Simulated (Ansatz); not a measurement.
# Na on Pt(100): change of the work function, part 2 of 2

Aim: the work function of Pt(100) at several coverages of Na (hollow site), and the dipole that each adsorbate carries.

Ansatz 0.2.0; plane-wave DFT, PBE, Ansatz PAW.

So far, work function, upper face (eV): step 2 (the clean slab) 5.66; step 3 (37 atoms, coverage 0.111 ML, cell 3x3) 3.76.

## (4) Adsorbate added, k-mesh 6×6×1, coverage 0.25 ML (continued)

ELF in the ca plane at fractional y = 0.250, with atoms of Pt and Na within 0.2 Å of it. It is the smooth field of the valence electrons, not physical close to the nuclei.

Ten even steps from '0' (0.00) to '9' (0.67), each cell a mean:
```
34433333333334433334444321000000000000000000
45775433333357753333333221100000000000000000
58998532223589985322222111000000000000000000
69999632123699996322111110000000000000000000
58998532223589985322222111000000000000000000
45665333333356753333333221100000000000000000
34433333333334433334444321000000000000000000
44433333433333433334444200000000000000000000
34554333333345543333443012200000000000000000
47887432223468874322331278840000000000000000
69999632123599996322220575771000000000000000
69999632123599996322220475771000000000000000
47887432223468864322331168840000000000000000
34543333333345543333443012200000000000000000
44433333433333433334444210000000000000000000
```
Columns run along c (16.0 Å, from fractional 0.31 to 0.91 of the cell), rows up along a (5.5 Å). Atoms in or near the plane, at fractional coordinates: Pt at (0.34, 0.25), Pt at (0.49, 0.25), Pt at (0.34, 0.75), Pt at (0.49, 0.75), Na at (0.65, 0.25).

The relaxation took 4 steps and lowered the energy by 0.086 eV; the largest force on the free atoms ends at 0.0081 eV/Å.

By hand: a sheet of dipoles makes a step −p/(ε₀A) in the electron's potential. With e/ε₀ = 180.95 V·Å, p = 0.5755 e·Å and A = 30.73 Å², that is −180.95 × (0.5755) / 30.73 = -3.389 eV, and the two vacuum levels of the run differ by -3.389 eV.

The covered face has 2.28 eV, -3.38 eV against the clean one; the bare back face has moved by +0.02 eV, a measure of how thin the slab is.

## (5) Adsorbate added, k-mesh 6×6×1, coverage 0.5 ML

System of this step: Na/Pt(100). The cell holds 18 atoms: 16 Pt and 2 Na. Its edges and angles: a = 5.544 Å, b = 5.544 Å, c = 26.354 Å, α = 90.0°, β = 90.0°, γ = 90.0°. Vacuum lies along c.

File input.yaml:

```yaml
crystal:
  lattice:
    - [5.5437171646, 0.0, 0.0]
    - [0.0, 5.5437171646, 0.0]
    - [0.0, 0.0, 26.3539094495]
  atoms:
    - { symbol: Pt, position: [0.25, 0.25, 0.3415053094] }
    - { symbol: Pt, position: [0.0, 0.0, 0.4158775767] }
    - { symbol: Pt, position: [0.25, 0.25, 0.4919595813] }
    - { symbol: Pt, position: [0.0, 0.0, 0.5668416639] }
    - { symbol: Pt, position: [0.25, 0.75, 0.3415053094] }
    - { symbol: Pt, position: [0.0, 0.5, 0.4158775767] }
    - { symbol: Pt, position: [0.25, 0.75, 0.4919595813] }
    - { symbol: Pt, position: [0.0, 0.5, 0.5668416639] }
    - { symbol: Pt, position: [0.75, 0.25, 0.3415053094] }
    - { symbol: Pt, position: [0.5, 0.0, 0.4158775767] }
    - { symbol: Pt, position: [0.75, 0.25, 0.4919595813] }
    - { symbol: Pt, position: [0.5, 0.0, 0.5668416639] }
    - { symbol: Pt, position: [0.75, 0.75, 0.3415053094] }
    - { symbol: Pt, position: [0.5, 0.5, 0.4158775767] }
    - { symbol: Pt, position: [0.75, 0.75, 0.4919595813] }
    - { symbol: Pt, position: [0.5, 0.5, 0.5668416639] }
    - { symbol: Na, position: [0.25, 0.25, 0.6584946906] }
    - { symbol: Na, position: [0.75, 0.75, 0.6584946906] }
kpoints:
  mp_grid: { grid: [6, 6, 1] }
hamiltonian:
  xc: pbe
scf:
  occupations: { method: fermi_dirac, width: 0.1 }
  convergence: { dr2_threshold: 1.0e-08 }
efield:
  axis: 3
  dipole_correction: true
  ramp_position: 0.97
  ramp_width: 0.06
relax:
  f_tol: 0.02
  max_steps: 60
  constraints: [{ sites: [0, 1, 4, 5, 8, 9, 12, 13] }]
output:
  dos: { projected: true, e_range: [-8, 4] }
  write_potential: true
  write_density: true
  volumetric_format: npy
  elf: true
```

The run is started by

```console
ansatz run input.yaml --threads 4 --pin off --max-ram 16384MiB --backend cpu --events-out ev --progress --plain --runs-dir out
```

It took 4.3 min on 4 threads of Arm Neoverse V1, shared host; peak memory 3.6 GiB; 17 min of CPU time.

The steps of the relaxation:

```csv
step,energy less that of the first step (eV),largest force component (eV/Å)
1,0.0000,0.5495
2,-0.1134,0.3170
3,-0.1521,0.1547
4,-0.1591,0.0246
5,-0.1593,0.0003
```

The run keeps the 16 symmetry operations that the program found, so distortions that break them were not tested.

The atoms that moved most (Å):

```csv
atom,dx,dy,dz,length
Na18,0.000,0.000,-0.201,0.201
Na17,0.000,0.000,-0.201,0.201
Pt4,0.000,0.000,0.041,0.041
Pt8,0.000,0.000,0.041,0.041
Pt16,0.000,0.000,0.041,0.041
Pt12,0.000,0.000,0.041,0.041
Pt7,0.000,0.000,0.016,0.016
Pt11,0.000,0.000,0.016,0.016
```

The relaxed structure:

```xyz
18
Lattice="5.5437 0.0000 0.0000 0.0000 5.5437 0.0000 0.0000 0.0000 26.3539" Properties=species:S:1:pos:R:3
Pt    1.3859    1.3859    9.0000
Pt    0.0000    0.0000   10.9600
Pt    1.3859    1.3859   12.9693
Pt    0.0000    0.0000   14.9796
Pt    1.3859    4.1578    9.0000
Pt    0.0000    2.7719   10.9600
Pt    1.3859    4.1578   12.9812
Pt    0.0000    2.7719   14.9796
Pt    4.1578    1.3859    9.0000
Pt    2.7719    0.0000   10.9600
Pt    4.1578    1.3859   12.9812
Pt    2.7719    0.0000   14.9796
Pt    4.1578    4.1578    9.0000
Pt    2.7719    2.7719   10.9600
Pt    4.1578    4.1578   12.9693
Pt    2.7719    2.7719   14.9796
Na    1.3859    1.3859   17.1529
Na    4.1578    4.1578   17.1529
```

Running mean over 1.96 Å of the planar mean; the ramp of the sawtooth is left out. Electron's electrostatic potential energy less the Fermi level against z:

```csv
z (Å),electron's electrostatic potential energy less the Fermi level (eV)
3.5,5.66
4.0,5.66
4.5,5.66
5.0,5.65
5.5,5.65
6.0,5.62
6.5,5.49
7.0,4.96
7.5,2.59
8.0,-3.03
8.5,-8.79
9.0,-11.3
9.5,-11.8
10.0,-12.0
10.5,-12.1
11.0,-12.1
11.5,-11.8
12.0,-11.5
12.5,-11.8
13.0,-12.0
13.5,-11.7
14.0,-11.5
14.5,-11.5
15.0,-11.3
15.5,-9.10
16.0,-4.68
16.5,-1.37
17.0,-0.621
17.5,-0.854
18.0,-0.314
18.5,0.927
19.0,1.51
19.5,1.76
20.0,1.89
20.5,1.95
21.0,1.98
21.5,2.00
22.0,2.01
22.5,2.01
23.0,2.01
```

The relaxation took 5 steps and lowered the energy by 0.16 eV; the largest force on the free atoms ends at 2.6e-4 eV/Å.

The covered face has 2.01 eV, -3.64 eV against the clean one; the bare back face has moved by +0.00 eV, a measure of how thin the slab is.

## (6) Work function against coverage

This step: plane-wave DFT, PBE, Ansatz PAW; work function against coverage (Ansatz 0.2.0).

The runs are now put side by side.

Numbers from this step:

```yaml
work_function_of_the_clean_face: 5.655 eV
largest_change_of_the_work_function: -3.640 eV
```

The work function of the covered face by coverage:

```csv
coverage (adsorbates/nm²),work function of the covered face (eV)
0.00,5.66
1.45,3.76
3.25,2.28
6.51,2.01
```

The dipole per adsorbate comes from the change of the cell's dipole. Coverage, by row:

```csv
coverage (1/nm²),coverage (ML),work function (eV),change (eV),"dipole per adsorbate, positive end outwards (debye)",mean height of the added atoms over the highest substrate atom (Å)
1.446,0.1111,3.756,-1.9,3.511,2.264
3.254,0.25,2.28,-3.376,2.767,2.18
6.508,0.5,2.015,-3.64,1.487,2.173
```

## (7) Summary of results

| Property | Result |
| --- | --- |
| work function of the clean face | 5.66 eV |
| work function at 0.11 ML | 3.76 eV |
| work function at 0.25 ML | 2.28 eV |
| work function at 0.5 ML | 2.01 eV |
| dipole per adsorbate at 0.11 ML, positive end outwards | 3.51 D |

In words: Na lowers the work function of Pt(100) at the lowest coverage, by 1.90 eV: the adsorbate layer has its positive end outwards. The dipole per adsorbate falls from 3.51 to 1.49 D as the layer fills. Neighbouring dipoles depolarise each other, and heights and bonding change with coverage too. The slab has 4 layers, at the tabulated experimental lattice constant, one starting site was run, and quantum-size effects of a slab this thin can reach one or two tenths of an eV.

[Long decimals in the printed logs are rounded to 6 places.]

[Logs are printed without paths, hosts, clocks, repeated set-up lines and the standing remarks that a program may print on its own settings, such as how far it seeks lower states.]

[Hosts, paths, dates, database ids (printed as entryN), source tags and the programs' standing remarks are cut or masked in the printed files.]

[Maps of the electrostatic potential energy from Ansatz leave out the sawtooth potential of an applied field or a dipole correction, so their vacuum need not be flat; planar profiles and work functions include it.]
